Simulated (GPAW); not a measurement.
# The basis that the transmission of a carbon nanotube (3, 3); an Al atom over a ring needs

Wanted: the zero-bias transmission of a carbon nanotube (3, 3); an Al atom over a ring on a ladder of levels, with run times.

Method: GPAW LCAO, PAW setups; Landauer transmission from Green's functions with principal layers (ASE), zero bias, in GPAW 26.7.0.

Report form: the programs' logs are mostly left out.

**1. The structure**

The cell holds 145 atoms: 144 C and 1 Al. Cell: a = 12.068 Å, b = 12.068 Å, c = 29.514 Å, α = 90.0°, β = 90.0°, γ = 90.0°. Regions: left lead, 60 atoms (60 C); channel, 25 atoms (24 C and 1 Al); right lead, 60 atoms (60 C). Vacuum lies along a and b. The structure is stacked along c, and the current runs across the ab planes.

**2. GPAW, szp**

One radial function a shell plus polarisation makes the matrices smaller; the question is what that costs.

run.py reads:

```python
import json
import numpy as np
from ase import Atoms
from ase.transport.calculators import TransportCalculator
from gpaw import GPAW, FermiDirac
from gpaw.lcao.tools import get_lcao_hamiltonian
from scipy.linalg import eigh

# The junction with lead layers at both ends, along the third cell vector
device = Atoms(
    ['C', 'C', 'C', 'C', 'C', 'C', 'C', 'C', 'C', 'C', 'C', 'C', 'C', 'C', 'C', 'C', 'C', 'C', 'C', 'C', 'C', 'C', 'C', 'C', 'C', 'C', 'C', 'C', 'C', 'C', 'C', 'C', 'C', 'C', 'C', 'C', 'C', 'C', 'C', 'C', 'C', 'C', 'C', 'C', 'C', 'C', 'C', 'C', 'C', 'C', 'C', 'C', 'C', 'C', 'C', 'C', 'C', 'C', 'C', 'C', 'C', 'C', 'C', 'C', 'C', 'C', 'C', 'C', 'Al', 'C', 'C', 'C', 'C', 'C', 'C', 'C', 'C', 'C', 'C', 'C', 'C', 'C', 'C', 'C', 'C', 'C', 'C', 'C', 'C', 'C', 'C', 'C', 'C', 'C', 'C', 'C', 'C', 'C', 'C', 'C', 'C', 'C', 'C', 'C', 'C', 'C', 'C', 'C', 'C', 'C', 'C', 'C', 'C', 'C', 'C', 'C', 'C', 'C', 'C', 'C', 'C', 'C', 'C', 'C', 'C', 'C', 'C', 'C', 'C', 'C', 'C', 'C', 'C', 'C', 'C', 'C', 'C', 'C', 'C', 'C', 'C', 'C', 'C', 'C', 'C'],
    positions=[
        [4.12267, 6.72967, 0.61488],
        [5.01700, 7.79550, 0.61488],
        [5.01700, 4.27250, 0.61488],
        [6.38720, 4.03090, 0.61488],
        [7.59213, 7.34143, 0.61488],
        [8.06800, 6.03400, 0.61488],
        [4.00000, 6.03400, 1.84463],
        [4.47587, 4.72657, 1.84463],
        [5.68080, 8.03710, 1.84463],
        [7.05100, 7.79550, 1.84463],
        [7.05100, 4.27250, 1.84463],
        [7.94534, 5.33833, 1.84463],
        [4.12267, 6.72967, 3.07439],
        [5.01700, 7.79550, 3.07439],
        [5.01700, 4.27250, 3.07439],
        [6.38720, 4.03090, 3.07439],
        [7.59213, 7.34143, 3.07439],
        [8.06800, 6.03400, 3.07439],
        [4.00000, 6.03400, 4.30415],
        [4.47587, 4.72657, 4.30415],
        [5.68080, 8.03710, 4.30415],
        [7.05100, 7.79550, 4.30415],
        [7.05100, 4.27250, 4.30415],
        [7.94534, 5.33833, 4.30415],
        [4.12267, 6.72967, 5.53390],
        [5.01700, 7.79550, 5.53390],
        [5.01700, 4.27250, 5.53390],
        [6.38720, 4.03090, 5.53390],
        [7.59213, 7.34143, 5.53390],
        [8.06800, 6.03400, 5.53390],
[... 109 atom lines left out ...]
        [4.00000, 6.03400, 28.89927],
        [4.47587, 4.72657, 28.89927],
        [5.68080, 8.03710, 28.89927],
        [7.05100, 7.79550, 28.89927],
        [7.05100, 4.27250, 28.89927],
        [7.94534, 5.33833, 28.89927]],
    cell=[[12.068, 0.0, 0.0], [0.0, 12.068, 0.0], [0.0, 0.0, 29.51415]],
    pbc=True,
    magmoms=[0.0, 0.0, 0.0, 0.0, 0.0, 0.0, 0.0, 0.0, 0.0, 0.0, 0.0, 0.0, 0.0, 0.0, 0.0, 0.0, 0.0, 0.0, 0.0, 0.0, 0.0, 0.0, 0.0, 0.0, 0.0, 0.0, 0.0, 0.0, 0.0, 0.0, 0.0, 0.0, 0.0, 0.0, 0.0, 0.0, 0.0, 0.0, 0.0, 0.0, 0.0, 0.0, 0.0, 0.0, 0.0, 0.0, 0.0, 0.0, 0.0, 0.0, 0.0, 0.0, 0.0, 0.0, 0.0, 0.0, 0.0, 0.0, 0.0, 0.0, 0.0, 0.5, 0.0, 0.0, 0.5, 0.0, 0.5, 0.0, 0.0, 0.5, 0.0, 0.0, 0.0, 0.0, 0.0, 0.5, 0.0, 0.0, 0.0, 0.0, 0.0, 0.0, 0.0, 0.0, 0.0, 0.0, 0.0, 0.0, 0.0, 0.0, 0.0, 0.0, 0.0, 0.0, 0.0, 0.0, 0.0, 0.0, 0.0, 0.0, 0.0, 0.0, 0.0, 0.0, 0.0, 0.0, 0.0, 0.0, 0.0, 0.0, 0.0, 0.0, 0.0, 0.0, 0.0, 0.0, 0.0, 0.0, 0.0, 0.0, 0.0, 0.0, 0.0, 0.0, 0.0, 0.0, 0.0, 0.0, 0.0, 0.0, 0.0, 0.0, 0.0, 0.0, 0.0, 0.0, 0.0, 0.0, 0.0, 0.0, 0.0, 0.0, 0.0, 0.0, 0.0])

# One principal layer of the lead: the first 36 atoms of the device
lead = Atoms(
    ['C', 'C', 'C', 'C', 'C', 'C', 'C', 'C', 'C', 'C', 'C', 'C', 'C', 'C', 'C', 'C', 'C', 'C', 'C', 'C', 'C', 'C', 'C', 'C', 'C', 'C', 'C', 'C', 'C', 'C', 'C', 'C', 'C', 'C', 'C', 'C'],
    positions=[
        [4.12267, 6.72967, 0.61488],
        [5.01700, 7.79550, 0.61488],
        [5.01700, 4.27250, 0.61488],
        [6.38720, 4.03090, 0.61488],
        [7.59213, 7.34143, 0.61488],
        [8.06800, 6.03400, 0.61488],
        [4.00000, 6.03400, 1.84463],
        [4.47587, 4.72657, 1.84463],
        [5.68080, 8.03710, 1.84463],
        [7.05100, 7.79550, 1.84463],
        [7.05100, 4.27250, 1.84463],
        [7.94534, 5.33833, 1.84463],
        [4.12267, 6.72967, 3.07439],
        [5.01700, 7.79550, 3.07439],
        [5.01700, 4.27250, 3.07439],
        [6.38720, 4.03090, 3.07439],
        [7.59213, 7.34143, 3.07439],
        [8.06800, 6.03400, 3.07439],
        [4.00000, 6.03400, 4.30415],
        [4.47587, 4.72657, 4.30415],
        [5.68080, 8.03710, 4.30415],
        [7.05100, 7.79550, 4.30415],
        [7.05100, 4.27250, 4.30415],
        [7.94534, 5.33833, 4.30415],
        [4.12267, 6.72967, 5.53390],
        [5.01700, 7.79550, 5.53390],
        [5.01700, 4.27250, 5.53390],
        [6.38720, 4.03090, 5.53390],
        [7.59213, 7.34143, 5.53390],
        [8.06800, 6.03400, 5.53390],
        [4.00000, 6.03400, 6.76366],
        [4.47587, 4.72657, 6.76366],
        [5.68080, 8.03710, 6.76366],
        [7.05100, 7.79550, 6.76366],
        [7.05100, 4.27250, 6.76366],
        [7.94534, 5.33833, 6.76366]],
    cell=[[12.068, 0.0, 0.0], [0.0, 12.068, 0.0], [0.0, 0.0, 7.37854]],
    pbc=True,
    magmoms=[0.0, 0.0, 0.0, 0.0, 0.0, 0.0, 0.0, 0.0, 0.0, 0.0, 0.0, 0.0, 0.0, 0.0, 0.0, 0.0, 0.0, 0.0, 0.0, 0.0, 0.0, 0.0, 0.0, 0.0, 0.0, 0.0, 0.0, 0.0, 0.0, 0.0, 0.0, 0.0, 0.0, 0.0, 0.0, 0.0])

settings = dict(mode='lcao', basis='szp(dzp)', xc='PBE', h=0.2,
                occupations=FermiDirac(0.1), maxiter=250,
                mixer=dict(beta=0.05, nmaxold=8, weight=100.0),
                convergence=dict(density=0.0001))
energies = np.arange(-2, 2 + 1e-9, 0.05)
eta = 0.0001
n1, n2 = 1, 1
# k and -k transmit alike, so half of the mesh across the current serves
mesh = [(i, j) for i in range(n1) for j in range(n2) if (i, j) <= (-i % n1, -j % n2)]
weights = np.array([1 if (i, j) == (-i % n1, -j % n2) else 2 for i, j in mesh]) / (n1 * n2)


def ground_state(atoms, size, txt):
    atoms.calc = GPAW(kpts={'size': size, 'gamma': True}, symmetry={'tolerance': 1e-3}, txt=txt, **settings)
    atoms.get_potential_energy()
    return atoms.calc.get_fermi_level()


def blocks(atoms, fermi, points, nz, cells):
    """H - E_F S and S between cell 0 and the cells above it, at each point across the current."""
    kz = np.arange(nz) / nz
    calc = atoms.calc.fixed_density(kpts=[(*k, z) for k in points for z in kz], symmetry='off', txt=None)
    H, S = get_lcao_hamiltonian(calc)
    H = (H - fermi * S).reshape(len(H), len(points), nz, *S.shape[1:])
    S = S.reshape(H.shape[1:])
    phases = [np.exp(-2j * np.pi * kz * R) / nz for R in cells]
    return [(np.einsum('skzij,z->ksij', H, p), np.einsum('kzij,z->kij', S, p)) for p in phases]


def pair(a, b):
    return np.block([[a, b], [b.T.conj(), a]])


def count_channels(h, s, cells, nk=240):
    """Half the number of times that the lead's bands cross each energy, unfolded to its shortest repeat."""
    b = len(h) // cells
    bands = []
    for k in (np.arange(nk + 1) + 0.5) / nk:
        hk, sk = h[:b, :b].copy(), s[:b, :b].copy()
        for R in range(1, cells):
            phase, block = np.exp(2j * np.pi * k * R), slice(R * b, (R + 1) * b)
            hk += h[:b, block] * phase + (h[:b, block] * phase).T.conj()
            sk += s[:b, block] * phase + (s[:b, block] * phase).T.conj()
        w, u = eigh(sk)
        x = u[:, w > 1e-5] / w[w > 1e-5]**0.5  # drop near-dependent combinations
        bands.append(np.r_[eigh(x.T.conj() @ hk @ x, eigvals_only=True), [1e9] * (w <= 1e-5).sum()])
    below = np.array(bands)[:, :, None] < energies
    return (below[1:] != below[:-1]).sum((0, 1)) / 2


fermi_lead = ground_state(lead, (1, 1, 15), 'lead.txt')
fermi_device = ground_state(device, (1, 1, 3), 'device.txt')
T, channels, eigen, tail, misfit, shifts = [], [], [], 0.0, 0.0, []
for first in range(0, len(mesh), 2):
    points = [(i / n1, j / n2) for i, j in mesh[first:first + 2]]
    (H0k, S0k), (H1k, S1k), (H2k, _) = blocks(lead, fermi_lead, points, 5, range(3))
    [(Hk, Sk)] = blocks(device, fermi_device, points, 2, [0])
    tail = max(tail, abs(H2k).max())
    for H0, S0, H1, S1, H, S in zip(H0k, S0k, H1k, S1k, Hk, Sk):
        n = len(S0)
        # Shift the lead onto the potential of the device's first layer
        shift = ((H[:, 0, 0] - H0[:, 0, 0]) / S0[0, 0]).real.mean()
        shifts.append(shift)
        misfit = max(misfit, abs(H[:, :n, :n] - H0 - shift * S0).max())
        Tk, Ck, Ek = [], [], []
        for s in range(len(H)):
            t = s % len(H0)  # a lead without moments serves both spins
            h1, s1 = pair(H0[t] + shift * S0, H1[t] + shift * S1), pair(S0, S1)
            leads = dict(h1=h1, s1=s1, energies=energies, eta=eta, eta1=eta, eta2=eta)
            calc = TransportCalculator(h=H[s], s=S, eigenchannels=3, **leads)
            Tk.append(calc.get_transmission())
            Ek.append(np.sort(calc.eigenchannels_ne, axis=0)[::-1])
            Ck.append(count_channels(h1, s1, 6))
        T.append(Tk)
        channels.append(Ck)
        eigen.append(Ek)
T, channels = np.array(T), np.array(channels)
mean, open_channels = np.einsum('kse,k->se', T, weights), np.einsum('kse,k->se', channels, weights)

print(f'basis functions: device {len(S)}, principal layer {n}')
print(f'Fermi level: lead {fermi_lead:.4f} eV, device {fermi_device:.4f} eV; lead shifted by {np.mean(shifts):.4f} eV')
print(f'largest coupling past the next layer {tail:.2e} eV, largest misfit of the first layer {misfit:.3f} eV')
print('  E-E_F (eV)   ' + 'T up        T down      channels up  channels down')
for e, t, c in zip(energies, mean.T, open_channels.T):
    print(f'{e:10.3f}  ', *[f'{x:11.4e}' for x in t], *[f'{x:9.4f}' for x in c])

kT = 8.617333e-5 * 300
fine = np.linspace(energies[0], energies[-1], 4001)
both = np.exp(np.interp(fine, energies, np.log(np.maximum(mean.sum(0) * 2 / len(mean), 1e-30))))
fermi = lambda mu: 1 / (1 + np.exp(np.clip((fine - mu) / kT, -200, 200)))
slope = fermi(0) * (1 - fermi(0)) / kT
G = np.trapezoid(both * slope, fine) / 2
seebeck = -np.trapezoid(both * slope * fine, fine) / (2 * G * 300) * 1e6
print(f'conductance at 300 K: {G:.5g} G0 a cell; thermopower {seebeck:.4g} uV/K')
bias = [0.1, 0.2, 0.5, 1.0, 1.5, 2.0]
current = [38.74 * np.trapezoid(both * (fermi(V / 2) - fermi(-V / 2)), fine) for V in bias]
for V, I in zip(bias, current):
    print(f'current from the zero-bias T(E) at {V} V: {I:.5g} uA')
zero = abs(energies).argmin()
json.dump(dict(energies=energies.tolist(), T=mean.tolist(), channels=open_channels.tolist(), G=G, seebeck=seebeck,
               bias=bias, current=current, tail=tail, misfit=misfit, shift=np.mean(shifts), n_device=len(S), n_lead=n,
               fermi=[fermi_lead, fermi_device], energy=device.get_potential_energy(),
               moments=device.get_magnetic_moments().tolist(), mesh=mesh, weights=weights.tolist(),
               T_k=T[:, :, zero].tolist(), eigen=np.array(eigen[0]).tolist()), open('result.json', 'w'))
```

Launch:

```
OMP_NUM_THREADS=1 OPENBLAS_NUM_THREADS=1 python run.py
```

It took 43 min on 1 thread of Arm Neoverse V1, shared host; peak memory 2.9 GiB.

Numbers from this step:

| Property | Result |
| --- | --- |
| conductance | 1.942 G₀ |
| largest coupling past the next principal layer | 4.02e-15 eV |
| largest misfit of the first principal layer | 0.02918 eV |
| shift that aligns the lead | -0.005796 eV |
| basis functions of the junction | 1305 |
| basis functions of a principal layer | 324 |
| transmission at the Fermi level, spin up | 1.947 |
| transmission at the Fermi level, spin down | 1.947 |

Each spin. Table of transmission, zone mean by energy, zero at the Fermi level:

| energy (eV) | T, spin up | T, spin down |
| --- | --- | --- |
| -2.00 | 0.998 | 0.998 |
| -1.90 | 0.998 | 0.998 |
| -1.80 | 0.998 | 0.998 |
| -1.70 | 0.997 | 0.997 |
| -1.55 | 0.998 | 0.998 |
| -1.45 | 0.998 | 0.998 |
| -1.35 | 0.999 | 0.999 |
| -1.25 | 0.998 | 0.998 |
| -1.15 | 1.58 | 1.58 |
| -1.05 | 1.30 | 1.29 |
| -0.90 | 1.86 | 1.85 |
| -0.80 | 1.90 | 1.90 |
| -0.70 | 1.93 | 1.93 |
| -0.60 | 1.94 | 1.94 |
| -0.50 | 1.95 | 1.95 |
| -0.40 | 1.96 | 1.96 |
| -0.25 | 1.96 | 1.96 |
| -0.15 | 1.96 | 1.96 |
| -0.05 | 1.95 | 1.95 |
| 0.00 | 1.95 | 1.95 |
| 0.05 | 1.93 | 1.93 |
| 0.15 | 1.87 | 1.87 |
| 0.25 | 1.65 | 1.66 |
| 0.40 | 1.00 | 0.996 |
| 0.50 | 1.48 | 1.48 |
| 0.60 | 1.70 | 1.71 |
| 0.65 | 1.73 | 1.74 |
| 0.70 | 0.950 | 0.949 |
| 0.80 | 2.90 | 2.89 |
| 0.90 | 4.55 | 4.56 |
| 1.00 | 4.91 | 4.92 |
| 1.05 | 4.72 | 4.72 |
| 1.15 | 4.29 | 4.29 |
| 1.25 | 4.35 | 4.35 |
| 1.35 | 4.41 | 4.42 |
| 1.45 | 4.46 | 4.47 |
| 1.55 | 4.50 | 4.50 |
| 1.70 | 4.52 | 4.52 |
| 1.80 | 4.50 | 4.50 |
| 1.90 | 4.44 | 4.44 |
| 2.00 | 4.32 | 4.32 |

Not self-consistent under bias; the bias window is split evenly. Current through one cell, from the zero-bias transmission against bias:

| bias (V) | current through one cell, from the zero-bias transmission (μA) |
| --- | --- |
| 0.100 | 15.0 |
| 0.200 | 30.0 |
| 0.500 | 73.6 |
| 1.000 | 136 |
| 1.500 | 202 |
| 2.000 | 310 |

Table of transmission of the three most open eigenchannels by energy, zero at the Fermi level:

| energy (eV) | channel 1 up | channel 2 up | channel 3 up | channel 1 down | channel 2 down | channel 3 down |
| --- | --- | --- | --- | --- | --- | --- |
| -2.0000 | 0.998 | 6.8e-12 | 5.0e-12 | 0.998 | 6.8e-12 | 5.0e-12 |
| -1.7500 | 0.998 | 0 | 0 | 0.998 | 0 | 0 |
| -1.5000 | 0.998 | 0 | 0 | 0.998 | 0 | 0 |
| -1.2500 | 0.998 | 1.1e-7 | 0 | 0.998 | 1.1e-7 | 0 |
| -1.0000 | 0.890 | 0.828 | 0 | 0.890 | 0.826 | 0 |
| -0.7500 | 0.959 | 0.956 | 0 | 0.959 | 0.956 | 0 |
| -0.5000 | 0.986 | 0.965 | 0 | 0.986 | 0.965 | 0 |
| -0.2500 | 0.998 | 0.964 | 0 | 0.998 | 0.964 | 0 |
| 0.0000 | 0.987 | 0.960 | 0 | 0.987 | 0.960 | 0 |
| 0.2500 | 0.965 | 0.684 | 3.8e-12 | 0.965 | 0.694 | 3.7e-12 |
| 0.5000 | 0.965 | 0.519 | 8.8e-11 | 0.965 | 0.517 | 9.0e-11 |
| 0.7500 | 0.872 | 0.0286 | 1.1e-4 | 0.871 | 0.0288 | 1.1e-4 |
| 1.0000 | 0.997 | 0.994 | 0.987 | 0.997 | 0.994 | 0.987 |
| 1.2500 | 0.998 | 0.996 | 0.966 | 0.998 | 0.996 | 0.967 |
| 1.5000 | 0.998 | 0.997 | 0.986 | 0.998 | 0.998 | 0.986 |
| 1.7500 | 0.998 | 0.998 | 0.992 | 0.998 | 0.998 | 0.992 |
| 2.0000 | 0.999 | 0.998 | 0.992 | 0.999 | 0.998 | 0.992 |

Couplings past the next layer reach 4.0e-15 eV, small enough to drop; the matrix elements of the cell's first layer differ from the bulk lead's by up to 0.029 eV. That layer keeps its own values in the calculation, and only beyond it is the lead taken as perfect.

**3. GPAW, sz, basis sz(dzp)**

One function for each valence shell of the setup, as for a first survey of a large system.

Edit run.py of step 2 so:

```diff
@@ -97,3 +97,3 @@
 
-settings = dict(mode='lcao', basis='szp(dzp)', xc='PBE', h=0.2,
+settings = dict(mode='lcao', basis='sz(dzp)', xc='PBE', h=0.2,
                 occupations=FermiDirac(0.1), maxiter=250,
```

Wall time 7.2 min (1 thread); peak memory 2.2 GiB.

This step gave:

```yaml
conductance: 1.945 G₀
largest_coupling_past_the_next_principal_layer: 3.28e-15 eV
largest_misfit_of_the_first_principal_layer: 0.03242 eV
shift_that_aligns_the_lead: -0.008060 eV
basis_functions_of_the_junction: 580
basis_functions_of_a_principal_layer: 144
transmission_at_the_fermi_level_spin_down: 1.948
```

Each spin. The transmission, zone mean by energy, zero at the Fermi level:

| energy (eV) | T, spin up | T, spin down |
| --- | --- | --- |
| -2.00 | 0.999 | 0.999 |
| -1.90 | 0.998 | 0.998 |
| -1.80 | 0.998 | 0.998 |
| -1.70 | 0.998 | 0.998 |
| -1.55 | 0.998 | 0.998 |
| -1.45 | 0.998 | 0.998 |
| -1.35 | 0.999 | 0.999 |
| -1.25 | 1.76 | 1.76 |
| -1.15 | 1.80 | 1.80 |
| -1.05 | 1.63 | 1.63 |
| -0.90 | 1.78 | 1.77 |
| -0.80 | 1.90 | 1.89 |
| -0.70 | 1.93 | 1.93 |
| -0.60 | 1.94 | 1.94 |
| -0.50 | 1.95 | 1.95 |
| -0.40 | 1.96 | 1.96 |
| -0.30 | 1.96 | 1.96 |
| -0.25 | 1.96 | 1.96 |
| -0.15 | 1.96 | 1.96 |
| -0.05 | 1.95 | 1.95 |
| 0.00 | 1.95 | 1.95 |
| 0.05 | 1.94 | 1.94 |
| 0.15 | 1.91 | 1.91 |
| 0.25 | 1.86 | 1.87 |
| 0.40 | 1.67 | 1.68 |
| 0.50 | 1.36 | 1.36 |
| 0.60 | 0.972 | 0.974 |
| 0.70 | 1.14 | 1.14 |
| 0.80 | 1.47 | 1.47 |
| 0.90 | 1.65 | 1.66 |
| 0.95 | 1.69 | 1.69 |
| 1.05 | 0.832 | 0.832 |
| 1.15 | 0.989 | 0.989 |
| 1.25 | 3.40 | 3.40 |
| 1.35 | 3.94 | 3.94 |
| 1.45 | 4.16 | 4.17 |
| 1.55 | 4.30 | 4.30 |
| 1.70 | 4.43 | 4.43 |
| 1.80 | 4.48 | 4.48 |
| 1.90 | 4.51 | 4.51 |
| 2.00 | 4.49 | 4.50 |

Not self-consistent under bias; the bias window is split evenly. The current through one cell, from the zero-bias transmission by bias:

| bias (V) | current through one cell, from the zero-bias transmission (μA) |
| --- | --- |
| 0.100 | 15.1 |
| 0.200 | 30.1 |
| 0.500 | 74.9 |
| 1.000 | 145 |
| 1.500 | 205 |
| 2.000 | 267 |

Table of transmission of the three most open eigenchannels by energy, zero at the Fermi level:

| energy (eV) | channel 1 up | channel 2 up | channel 3 up | channel 1 down | channel 2 down | channel 3 down |
| --- | --- | --- | --- | --- | --- | --- |
| -2.00 | 0.999 | 3.4e-12 | 2.3e-12 | 0.999 | 3.4e-12 | 2.3e-12 |
| -1.85 | 0.998 | 0 | 0 | 0.998 | 0 | 0 |
| -1.70 | 0.998 | 0 | 0 | 0.998 | 0 | 0 |
| -1.50 | 0.998 | 3.4e-12 | 0 | 0.998 | 3.4e-12 | 0 |
| -1.35 | 0.999 | 3.8e-8 | 0 | 0.999 | 3.8e-8 | 0 |
| -1.20 | 0.998 | 0.791 | 0 | 0.998 | 0.791 | 0 |
| -1.05 | 0.976 | 0.657 | 0 | 0.976 | 0.659 | 0 |
| -0.90 | 0.965 | 0.812 | 0 | 0.965 | 0.810 | 0 |
| -0.70 | 0.983 | 0.946 | 0 | 0.983 | 0.946 | 0 |
| -0.55 | 0.992 | 0.958 | 0 | 0.992 | 0.958 | 0 |
| -0.40 | 0.997 | 0.962 | 0 | 0.997 | 0.962 | 0 |
| -0.25 | 0.998 | 0.962 | 0 | 0.998 | 0.962 | 0 |
| -0.10 | 0.995 | 0.960 | 0 | 0.995 | 0.960 | 0 |
| 0.00 | 0.987 | 0.960 | 0 | 0.988 | 0.960 | 0 |
| 0.10 | 0.978 | 0.950 | 0 | 0.978 | 0.949 | 0 |
| 0.25 | 0.965 | 0.899 | 0 | 0.965 | 0.900 | 0 |
| 0.40 | 0.959 | 0.716 | 0 | 0.959 | 0.721 | 0 |
| 0.55 | 0.955 | 0.178 | 5.5e-12 | 0.955 | 0.185 | 5.3e-12 |
| 0.70 | 0.955 | 0.186 | 2.0e-11 | 0.954 | 0.183 | 2.1e-11 |
| 0.90 | 0.981 | 0.674 | 4.3e-11 | 0.981 | 0.674 | 4.3e-11 |
| 1.05 | 0.801 | 0.0304 | 2.0e-7 | 0.802 | 0.0301 | 2.0e-7 |
| 1.20 | 0.998 | 0.739 | 0.430 | 0.998 | 0.739 | 0.431 |
| 1.35 | 0.997 | 0.984 | 0.841 | 0.997 | 0.984 | 0.842 |
| 1.50 | 0.997 | 0.995 | 0.931 | 0.997 | 0.995 | 0.931 |
| 1.70 | 0.998 | 0.996 | 0.969 | 0.998 | 0.996 | 0.970 |
| 1.85 | 0.998 | 0.997 | 0.982 | 0.998 | 0.997 | 0.982 |
| 2.00 | 0.998 | 0.998 | 0.990 | 0.998 | 0.998 | 0.990 |

Between step 2 and this run (basis sz(dzp)) the value for the conductance moves from 1.94 G₀ to 1.95 G₀.

**4. RPBE in the szp basis: xc = "RPBE"**

Back in the szp basis, the functional changes from PBE to RPBE, to set the spread between functionals beside that between bases.

Edit run.py of step 3 so:

```diff
@@ -97,3 +97,3 @@
 
-settings = dict(mode='lcao', basis='sz(dzp)', xc='PBE', h=0.2,
+settings = dict(mode='lcao', basis='szp(dzp)', xc='RPBE', h=0.2,
                 occupations=FermiDirac(0.1), maxiter=250,
```

The job ended after 43 min (1 thread; peak memory 2.9 GiB).

Numbers from this step:

```
conductance                                    : 1.941 G₀
largest coupling past the next principal layer : 4.69e-15 eV
largest misfit of the first principal layer    : 0.02945 eV
shift that aligns the lead                     : -0.005437 eV
basis functions of the junction                : 1305
basis functions of a principal layer           : 324
transmission at the Fermi level, spin up       : 1.946
transmission at the Fermi level, spin down     : 1.947
```

The conductance equals that of the szp run to 0.2 %.

**5. Cost and result by level**

Times are for 1 thread of Arm Neoverse V1, shared host. The series side by side:

| no. | run | conductance (G₀) | time | memory (GiB) |
| --- | --- | --- | --- | --- |
| 1 | szp | 1.942 | 43 min | 2.9 |
| 2 | sz | 1.945 | 7.2 min | 2.2 |
| 3 | szp RPBE | 1.941 | 43 min | 2.9 |

[end of part 1 of 2]

[Logs are printed without paths, hosts, clocks, repeated set-up lines and the standing remarks that a program may print on its own settings, such as how far it seeks lower states.]

[Hosts, paths, dates, database ids (printed as entryN), source tags and the programs' standing remarks are cut or masked in the printed files.]
